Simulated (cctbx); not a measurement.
## Tl2RuPbSe4 with cctbx, script by script

Library: cctbx 2025.11. The data are simulated by the first script.

## 1. Simulate the data

run.py:

```python
from cctbx import adptbx, crystal, miller, sgtbx, xray
from cctbx.array_family import flex
from iotbx.shelx import hklf
from scitbx import matrix
import scitbx.random

cs = crystal.symmetry(unit_cell=(15.705, 8.515, 6.959, 90, 109.05, 90), space_group_symbol='Hall: -C 2yc')  # C2/c
atoms = [  # label, site, U (iso, or U11 U22 U33 U12 U13 U23 in A^2), occupancy
    ("Pb1", (0, 0.3818, 0.75), 0.0156, 1),
    ("Tl1", (0.7492, 0.1234, 0.7296), 0.0149, 1),
    ("Ru1", (0, 0.8806, 0.75), 0.0185, 1),
    ("Se1", (0.6095, 0.1514, 0.968), 0.0204, 1),
    ("Se2", (0.5956, 0.3946, 0.4969), 0.0219, 1),
]
xs = xray.structure(crystal_symmetry=cs)
for label, site, u, occ in atoms:
    u = adptbx.u_cif_as_u_star(cs.unit_cell(), u) if isinstance(u, tuple) else u
    xs.add_scatterer(xray.scatterer(label, site=site, u=u, occupancy=occ))
xs.set_inelastic_form_factors(0.71073, "sasaki")
xs.show_summary()
p1 = xs.expand_to_p1()
ms = miller.build_set(p1, anomalous_flag=True, d_min=0.75)
flex.set_random_seed(830724)
scitbx.random.set_random_seed(830724)
ms = ms.select(flex.random_double(ms.size()) < 0.95)
i = ms.structure_factors_from_scatterers(p1, algorithm="direct").f_calc().as_intensity_array().data()
i = i * 40000 / flex.max(i)
sig = flex.sqrt(i + flex.pow2(0.03 * i) + 4 ** 2)
noise = scitbx.random.variate(scitbx.random.normal_distribution())(i.size())
data = ms.array(data=i + sig * noise, sigmas=sig).set_observation_type_xray_intensity()
with open("data.hkl", "w") as f:
    data.export_as_shelx_hklf(f)
print("reflections written:", data.size(), " <I/sigma> = %.1f" % flex.mean(data.data() / data.sigmas()))
for h, a, b in list(data.sort("data"))[:12]:
    print("%4d%4d%4d %9.1f %7.1f" % (h + (a, b)))
```

```console
$ python run.py
```

```text
Number of scatterers: 5
At special positions: 2
Unit cell: (15.705, 8.515, 6.959, 90, 109.05, 90)
Space group: C 1 2/c 1 (No. 15)
reflections written: 8286  <I/sigma> = 6.0
  -2   2  -1   42615.4  1216.6
   2  -2   1   40822.4  1216.6
  -4   0   2   39702.7  1194.0
  -2  -2  -1   39623.1  1216.6
   2   2   1   37971.5  1216.6
   4   0  -2   37345.9  1194.0
   0  -4   0   29798.1   909.5
  -2   2   3   29601.8   862.5
  -2  -2   3   29508.8   862.5
   0   4   0   28938.1   909.5
   2   2  -3   28785.2   862.5
   6  -2  -1   28179.5   847.6
```

Run time: 0.26 s on 1 thread of Arm Neoverse V2, with other jobs on the host, peak memory 0.07 GiB.

## 2. Symmetry

run.py:

```python
from cctbx import crystal, sgtbx, statistics
from cctbx.array_family import flex
from iotbx.shelx import hklf

p1 = crystal.symmetry(unit_cell=(15.705, 8.515, 6.959, 90, 109.05, 90), space_group_symbol="P 1")
raw = hklf.reader(file_name="data.hkl").as_miller_arrays(crystal_symmetry=p1, anomalous=True)[0]
print(raw.size(), "reflections to d = %.3f A" % raw.d_min())
isig = raw.data() / raw.sigmas()
print("centring   violations  <I/sigma> of those")
best = "P"
for c in "ABCIRF":
    a = raw.customized_copy(space_group_info=sgtbx.space_group_info("Hall: %s 1" % c)).sys_absent_flags().data()
    m = flex.mean(isig.select(a))
    print("%5s %10d of %5d %8.1f" % (c, (isig.select(a) > 4).count(True), a.count(True), m))
    if (isig.select(a) > 4).count(True) < 0.01 * a.count(True):
        best = c
raw = raw.select(~raw.customized_copy(space_group_info=sgtbx.space_group_info("Hall: %s 1" % best)).sys_absent_flags().data())
isig = raw.data() / raw.sigmas()
rows = []
for s in sgtbx.space_group_symbol_iterator():
    g = sgtbx.space_group(s)
    if g.conventional_centring_type_symbol() != best or not g.is_compatible_unit_cell(p1.unit_cell(), 1e-3, 0.02):
        continue
    rows.append((s, g))
print("Laue class    unique    Rint  (classes that these axes allow; Friedel mates merged)")
rint = {}
for s, g in rows:
    laue = g.build_derived_patterson_group()
    key = laue.type().hall_symbol()
    if key not in rint:
        m = raw.customized_copy(space_group_info=laue.info(), anomalous_flag=False).merge_equivalents()
        rint[key] = m.r_int()
        print("%-14s %6d %7.3f" % (laue.type().lookup_symbol(), m.array().size(), m.r_int()))
floor = min(rint.values())
good = [(s, g) for s, g in rows if rint[g.build_derived_patterson_group().type().hall_symbol()] < 2 * floor + 0.03]
top = max(g.build_derived_patterson_group().order_z() for s, g in good)
print("space group    extra absences  I>4sigma  <I/sigma>")
for s, g in good:
    laue = g.build_derived_patterson_group()
    if laue.order_z() != top:
        continue
    a = raw.customized_copy(space_group_info=g.info()).sys_absent_flags().data()
    a &= ~raw.customized_copy(space_group_info=laue.info()).sys_absent_flags().data()
    bad = (isig.select(a) > 4).count(True)
    if bad <= 0.03 * a.count(True):
        print("%-16s %8d %10d %9s  %s" % (s.universal_hermann_mauguin(), a.count(True), bad, "%.1f" % flex.mean(isig.select(a)) if a.count(True) else "-", "centric" if g.is_centric() else "acentric"))
laue = max(good, key=lambda t: t[1].build_derived_patterson_group().order_z())[1].build_derived_patterson_group()
f = raw.customized_copy(space_group_info=laue.info(), anomalous_flag=False).merge_equivalents().array().eliminate_sys_absent().f_sq_as_f()
f.set_observation_type_xray_amplitude()
bins = max(3, min(8, f.size() // 12))
f.setup_binner(n_bins=bins)
w = statistics.wilson_plot(f, {e: n / laue.order_z() for e, n in {'Pb': 4.0, 'Tl': 8.0, 'Ru': 4.0, 'Se': 16.0}.items()}, e_statistics=True)
print("Wilson B = %.2f A^2   <|E^2-1|> = %.3f (0.968 centric, 0.736 acentric)   E^2>4: %.1f %%" % (w.wilson_b, w.mean_e_sq_minus_1, w.percent_e_sq_gt_2))
print("shell (A)         n   <I/sigma>")
m = raw.customized_copy(space_group_info=laue.info(), anomalous_flag=False).merge_equivalents().array().eliminate_sys_absent()
for b in m.setup_binner(n_bins=bins).range_used():
    sel = m.binner().selection(b)
    print("%5.2f - %4.2f %6d %8.1f" % (min(m.binner().bin_d_range(b)[0] if m.binner().bin_d_range(b)[0] > 0 else 99, 99), m.binner().bin_d_range(b)[1], sel.count(True), flex.mean((m.data() / m.sigmas()).select(sel))))
```

```console
$ python run.py
```

```text
8286 reflections to d = 0.750 A
centring   violations  <I/sigma> of those
    A       1509 of  4140      6.0
    B       1509 of  4147      6.0
    C          0 of  4149     -0.0
    I       1516 of  4142      5.9
    R       2019 of  5491      6.0
    F       1509 of  6218      4.0
Laue class    unique    Rint  (classes that these axes allow; Friedel mates merged)
C 1 2/m 1        1164   0.028
space group    extra absences  I>4sigma  <I/sigma>
C 1 2 1                 0          0         -  acentric
C 1 m 1                 0          0         -  acentric
C 1 c 1               138          0       0.0  acentric
C 1 n 1               138          0       0.0  acentric
C 1 2/m 1               0          0         -  centric
C 1 2/c 1             138          0       0.0  centric
C 1 2/n 1             138          0       0.0  centric
Wilson B = 1.37 A^2   <|E^2-1|> = 1.191 (0.968 centric, 0.736 acentric)   E^2>4: 8.4 %
shell (A)         n   <I/sigma>
 7.42 - 1.50    156     21.6
 1.50 - 1.19    147     23.1
 1.19 - 1.04    151     21.8
 1.04 - 0.95    144     22.4
 0.95 - 0.88    133     19.0
 0.88 - 0.83    157     18.7
 0.83 - 0.78    131     18.8
 0.78 - 0.75    145     18.0
```

Time: 0.27 s.

## 3. Patterson map

run.py:

```python
from cctbx import crystal, maptbx
from iotbx.shelx import hklf

cs = crystal.symmetry(unit_cell=(15.705, 8.515, 6.959, 90, 109.05, 90), space_group_symbol='Hall: -C 2yc')  # C2/c
raw = hklf.reader(file_name="data.hkl").as_miller_arrays(crystal_symmetry=cs, anomalous=True)[0]
merged = raw.eliminate_sys_absent().merge_equivalents()
fo2 = merged.array().set_observation_type_xray_intensity()
f = fo2.average_bijvoet_mates().f_sq_as_f()
pm = f.patterson_map(symmetry_flags=maptbx.use_space_group_symmetry, sharpening=True, resolution_factor=0.25)
peaks = pm.peak_search(parameters=maptbx.peak_search_parameters(min_distance_sym_equiv=0.4, max_clusters=14)).all()
top = peaks.heights()[0]
print("Patterson group", f.patterson_symmetry().space_group_info())
print("      u       v       w   height  length (A)")
for x, h in zip(peaks.sites(), peaks.heights()):
    y = [t - round(t) for t in x]
    print("%7.3f %7.3f %7.3f %8.1f %8.2f" % (x + (1000 * h / top, cs.unit_cell().length(y))))
```

```console
$ python run.py
```

```text
Patterson group C 1 2/m 1
      u       v       w   height  length (A)
  0.000   0.000   0.000   1000.0     0.00
  0.000   0.248   0.500    723.8     4.07
  0.250   0.500   0.509    675.4     7.35
  0.250   0.250   0.000    641.1     4.47
  0.000   0.500   0.000    539.4     4.26
  0.151   0.000   0.770    239.1     3.26
  0.150   0.250   0.267    188.3     3.27
  0.093   0.500   0.737    179.7     5.03
  0.101   0.266   0.233    159.4     2.93
  0.155   0.500   0.748    147.5     5.47
  0.186   0.000   0.529     51.5     5.05
  0.042   0.000   0.155     48.7     1.07
  0.043   0.090   0.968     47.2     1.09
  0.196   0.417   0.457     44.3     5.08
```

Time: 0.25 s.

## 4. Charge flipping

run.py:

```python
import itertools
from cctbx import crystal, maptbx
from cctbx.array_family import flex
from iotbx.shelx import hklf
from smtbx.ab_initio import charge_flipping as cf

cs = crystal.symmetry(unit_cell=(15.705, 8.515, 6.959, 90, 109.05, 90), space_group_symbol='Hall: -C 2yc')  # C2/c
raw = hklf.reader(file_name="data.hkl").as_miller_arrays(crystal_symmetry=cs, anomalous=True)[0]
merged = raw.eliminate_sys_absent().merge_equivalents()
fo2 = merged.array().set_observation_type_xray_intensity()
f = fo2.average_bijvoet_mates().f_sq_as_f().resolution_filter(d_min=0.9)
p1 = f.expand_to_p1()
p1.setup_binner_counting_sorted(reflections_per_bin=max(40, p1.size() // 12))
work = p1.array(data=p1.data() / p1.amplitude_quasi_normalisations().data())
flex.set_random_seed(81150)
it = cf.weak_reflection_improved_iterator(delta=None, weak_reflection_fraction=0.1)
it.start(work, phases=flex.random_double(p1.size()) * 6.2832, f_000=0)
it.delta = 3 * it.rho_map.sigma()
print("cycle      R  skewness")
for n, st in enumerate(itertools.islice(it, 300)):
    if n % 25 == 0:
        print("%5d %6.3f %8.2f" % (n, st.r1_factor(), st.rho_map.skewness()))
rho = p1.phase_transfer(it.f_calc).fft_map().apply_volume_scaling()
polish = cf.low_density_elimination_iterator(constant_rho_c=rho.sigma())
polish.start(f_obs=p1, phases=it.f_calc, f_000=0)
for _ in range(8):
    next(polish)
print("origin shift          correlation  skewness")
maps = []
for fc, shift, cc in itertools.islice(cf.f_calc_symmetrisations(f, polish.f_calc, 0), 4):
    m = f.phase_transfer(fc).fft_map(symmetry_flags=maptbx.use_space_group_symmetry, resolution_factor=0.25).apply_sigma_scaling()
    maps.append((m.skewness(), cc, m))
    print("%6.3f %6.3f %6.3f %10.3f %9.2f" % (tuple(shift) + (cc, m.skewness())))
skew, cc, m = max((t for t in maps if t[1] > maps[0][1] - 0.04), key=lambda t: t[0])
print("taken: symmetry correlation %.3f, skewness %.2f" % (cc, skew))
peaks = m.peak_search(parameters=maptbx.peak_search_parameters(min_distance_sym_equiv=0.9, max_clusters=10)).all()
sps = cs.special_position_settings(min_distance_sym_equiv=0.5)
print("peak      x       y       z  mult  height/sigma")
for k, (x, h) in enumerate(zip(peaks.sites(), peaks.heights())):
    ss = sps.site_symmetry(x)
    print("Q%-3d %7.4f %7.4f %7.4f %4d %8.1f" % ((k + 1,) + tuple(t % 1 for t in ss.exact_site()) + (ss.multiplicity(), h)))
```

```console
$ python run.py
```

```text
cycle      R  skewness
    0  0.172    -0.06
   25  0.028     0.04
   50  0.028    -0.04
   75  0.028     0.05
  100  0.028    -0.04
  125  0.028     0.04
  150  0.028    -0.04
  175  0.028     0.05
  200  0.028    -0.04
  225  0.028     0.04
  250  0.028    -0.04
  275  0.028     0.05
origin shift          correlation  skewness
 0.092  0.336  0.414      0.923      3.68
 0.467  0.335  0.165      0.922      3.75
 0.092  0.086  0.414      0.924      3.78
 0.217  0.335  0.165      0.922      3.50
taken: symmetry correlation 0.924, skewness 3.78
peak      x       y       z  mult  height/sigma
Q1    0.1216  0.3734  0.4916    8     12.9
Q2    0.1229  0.1225  0.9990    8     11.4
Q3    0.1838  0.2876  0.8449    8      4.5
Q4    0.0227  0.2955  0.0573    8      4.1
Q5    0.0281  0.0547  0.5470    8      4.0
Q6    0.2058  0.0527  0.4041    8      3.5
Q7    0.0000  0.3637  0.7500    4      2.9
Q8    0.0705  0.3750  0.6314    8      2.6
Q9    0.0355  0.4516  0.1327    8      2.6
Q10   0.1528  0.0250  0.2812    8      2.5
```

Time: 0.39 s.

This run holds a fault made on purpose: flipping threshold far too high.

## 5. Charge flipping

run.py, as its changes from the last script of this kind:

```diff
@@ -18 +18 @@
-it.delta = 3 * it.rho_map.sigma()
+it.delta = 1.1 * it.rho_map.sigma()
```

```console
$ python run.py
```

```text
cycle      R  skewness
    0  0.638     0.22
   25  0.579     2.83
   50  0.551     3.10
   75  0.563     2.83
  100  0.566     3.05
  125  0.566     3.09
  150  0.557     3.13
  175  0.559     2.92
  200  0.566     2.96
  225  0.556     2.83
  250  0.551     2.85
  275  0.559     2.89
origin shift          correlation  skewness
 0.252  0.155  0.372      0.988      5.66
 0.252  0.405  0.371      0.989      5.74
 0.127  0.155  0.123      0.989      6.24
 0.126  0.405  0.123      0.991      6.37
taken: symmetry correlation 0.991, skewness 6.37
peak      x       y       z  mult  height/sigma
Q1    0.0000  0.1284  0.7500    4     18.2
Q2    0.2515  0.1234  0.2356    8     13.5
Q3    0.0000  0.3773  0.2500    4     12.6
Q4    0.1217  0.1247  0.4813    8      6.8
Q5    0.2147  0.1393  0.5833    8      1.8
Q6    0.1513  0.3337  0.0355    8      1.7
Q7    0.0883  0.3489  0.0046    8      1.6
Q8    0.2141  0.2255  0.1173    8      1.5
Q9    0.0160  0.2577  0.8592    8      1.5
Q10   0.0590  0.0441  0.6983    8      1.4
```

Time: 0.4 s.

## 6. Refinement (model from the peaks)

run.py:

```python
import math
from cctbx import adptbx, crystal, maptbx, sgtbx, xray
from cctbx.array_family import flex
from cctbx.xray import observations
from iotbx.shelx import hklf
from scitbx.lstbx import normal_eqns_solving
from smtbx import absolute_structure, utils
from smtbx.refinement import constraints, least_squares

cs = crystal.symmetry(unit_cell=(15.705, 8.515, 6.959, 90, 109.05, 90), space_group_symbol='Hall: -C 2yc')  # C2/c
atoms = [  # label, site, U (iso, or U11 U22 U33 U12 U13 U23 in A^2), occupancy
    ("Pb1", (0, 0.1284, 0.75), 0.0200, 1),
    ("Tl1", (0.2515, 0.1234, 0.2356), 0.0200, 1),
    ("Ru1", (0, 0.3773, 0.25), 0.0200, 1),
    ("Se1", (0.1217, 0.1247, 0.4813), 0.0200, 1),
]
xs = xray.structure(crystal_symmetry=cs)
for label, site, u, occ in atoms:
    u = adptbx.u_cif_as_u_star(cs.unit_cell(), u) if isinstance(u, tuple) else u
    xs.add_scatterer(xray.scatterer(label, site=site, u=u, occupancy=occ))
xs.set_inelastic_form_factors(0.71073, "sasaki")
raw = hklf.reader(file_name="data.hkl").as_miller_arrays(crystal_symmetry=cs, anomalous=True)[0]
merged = raw.eliminate_sys_absent().merge_equivalents()
fo2 = merged.array().set_observation_type_xray_intensity()
print("Rint %.3f, %d unique reflections to %.2f A" % (merged.r_int(), fo2.size(), fo2.d_min()))
for sc in xs.scatterers():
    sc.flags.set_grad_site(True)
    sc.flags.set_grad_u_aniso(sc.flags.use_u_aniso())
    sc.flags.set_grad_u_iso(sc.flags.use_u_iso())
obs = fo2.as_xray_observations()
extra = {}
rep = constraints.reparametrisation(xs, [], utils.connectivity_table(xs), **extra)
ls = least_squares.crystallographic_ls(obs, rep, weighting_scheme=least_squares.mainstream_shelx_weighting(a=0, b=0))
print("cycle     R1     wR2    GooF  max shift (A)")
for cycle in range(6):
    ls.build_up()
    r1, wr2, goof = ls.r1_factor(cutoff_factor=2)[0], ls.wR2(), ls.goof()
    old = xs.sites_cart()
    normal_eqns_solving.levenberg_marquardt_iterations(ls, n_max_iterations=3, tau=0.0001, step_threshold=1e-7)
    big = flex.max((xs.sites_cart() - old).norms())
    print("%4d %7.4f %7.4f %7.3f %9.5f" % (cycle + 1, r1, wr2, goof, big))
    ls.build_up(objective_only=True)
    if abs(ls.wR2() - wr2) < 5e-5 and big < 5e-4:
        break
ls.build_up()
print("final R1 %.4f wR2 %.4f GooF %.3f  parameters %d  data/parameter %.1f" % (ls.r1_factor(cutoff_factor=2)[0], ls.wR2(), ls.goof(), ls.n_parameters, fo2.size() / ls.n_parameters))
cov = ls.covariance_matrix_and_annotations()
su = dict(zip(cov.annotations, (math.sqrt(max(v, 0)) for v in cov.matrix.matrix_packed_u_diagonal())))
a2 = cs.unit_cell().reciprocal_parameters()[0] ** -2
print("atom        x        y        z      Ueq    occ   su(xyz)  su(Uiso or U11)")
for sc in xs.scatterers():
    s = max(su.get(sc.label + k, 0) for k in (".x", ".y", ".z"))
    npd = "" if sc.is_positive_definite_u(cs.unit_cell()) else "  NPD"
    print("%-5s %8.5f %8.5f %8.5f %8.4f %6.3f %8.5f %7.4f%s" % ((sc.label,) + sc.site + (sc.u_iso_or_equiv(cs.unit_cell()), sc.occupancy, s, su.get(sc.label + ".uiso", su.get(sc.label + ".u11", 0) * a2), npd)))
fo = fo2.f_sq_as_f()
fc = fo.structure_factors_from_scatterers(xs, algorithm="direct").f_calc()
diff = fo.f_obs_minus_f_calc(1 / math.sqrt(ls.scale_factor()), fc).average_bijvoet_mates()
m = diff.fft_map(symmetry_flags=maptbx.use_space_group_symmetry, resolution_factor=0.25).apply_volume_scaling()
print("difference map: max %.2f min %.2f rms %.2f" % (m.statistics().max(), m.statistics().min(), m.statistics().sigma()))
peaks = m.peak_search(parameters=maptbx.peak_search_parameters(min_distance_sym_equiv=0.6, max_clusters=6)).all()
near = xs.closest_distances(peaks.sites(), distance_cutoff=4)
sps = cs.special_position_settings(min_distance_sym_equiv=0.5)
for k, (x, h) in enumerate(zip(peaks.sites(), peaks.heights())):
    ss = sps.site_symmetry(x)
    print("Q%-3d %7.4f %7.4f %7.4f %4d %7.2f  %.2f A from %s" % ((k + 1,) + tuple(t % 1 for t in ss.exact_site()) + (ss.multiplicity(), h, near.smallest_distances[k], xs.scatterers()[near.i_seqs[k]].label)))
```

```console
$ python run.py
```

```text
Rint 0.028, 1090 unique reflections to 0.75 A
cycle     R1     wR2    GooF  max shift (A)
   1  0.4394  0.7636  21.192   0.28851
   2  0.3009  0.5845  16.222   0.00704
   3  0.3011  0.5835  16.195   0.00004
final R1 0.3011 wR2 0.5835 GooF 16.195  parameters 12  data/parameter 90.8
atom        x        y        z      Ueq    occ   su(xyz)  su(Uiso or U11)
Pb1    0.00000  0.12174  0.75000   0.0029  1.000  0.00047  0.0013
Tl1    0.24901  0.12423  0.23162   0.0029  1.000  0.00044  0.0012
Ru1    0.00000  0.37906  0.25000   0.0032  1.000  0.00104  0.0019
Se1    0.11199  0.15345  0.46918   0.0086  1.000  0.00135  0.0019
difference map: max 122.40 min -17.51 rms 7.08
Q1    0.0950  0.3910  0.9985    8  127.45  2.65 A from Ru1
Q2    0.2503  0.3777  0.7799    8  100.49  0.09 A from Tl1
Q3    0.0000  0.1021  0.7500    4   65.95  0.17 A from Pb1
Q4    0.1040  0.1446  0.4608    8   48.05  0.14 A from Se1
Q5    0.0000  0.3390  0.2500    4   22.84  0.34 A from Ru1
Q6    0.1494  0.1416  0.5082    8   21.03  0.57 A from Se1
```

Run time: 0.45 s on 1 thread of Arm Neoverse V2 (shared host), peak memory 0.09 GiB.

Figures of merit this high mean that the model is still wrong or incomplete.

[Logs are printed without paths, hosts, clocks, repeated set-up lines and the standing remarks that a program may print on its own settings, such as how far it seeks lower states.]
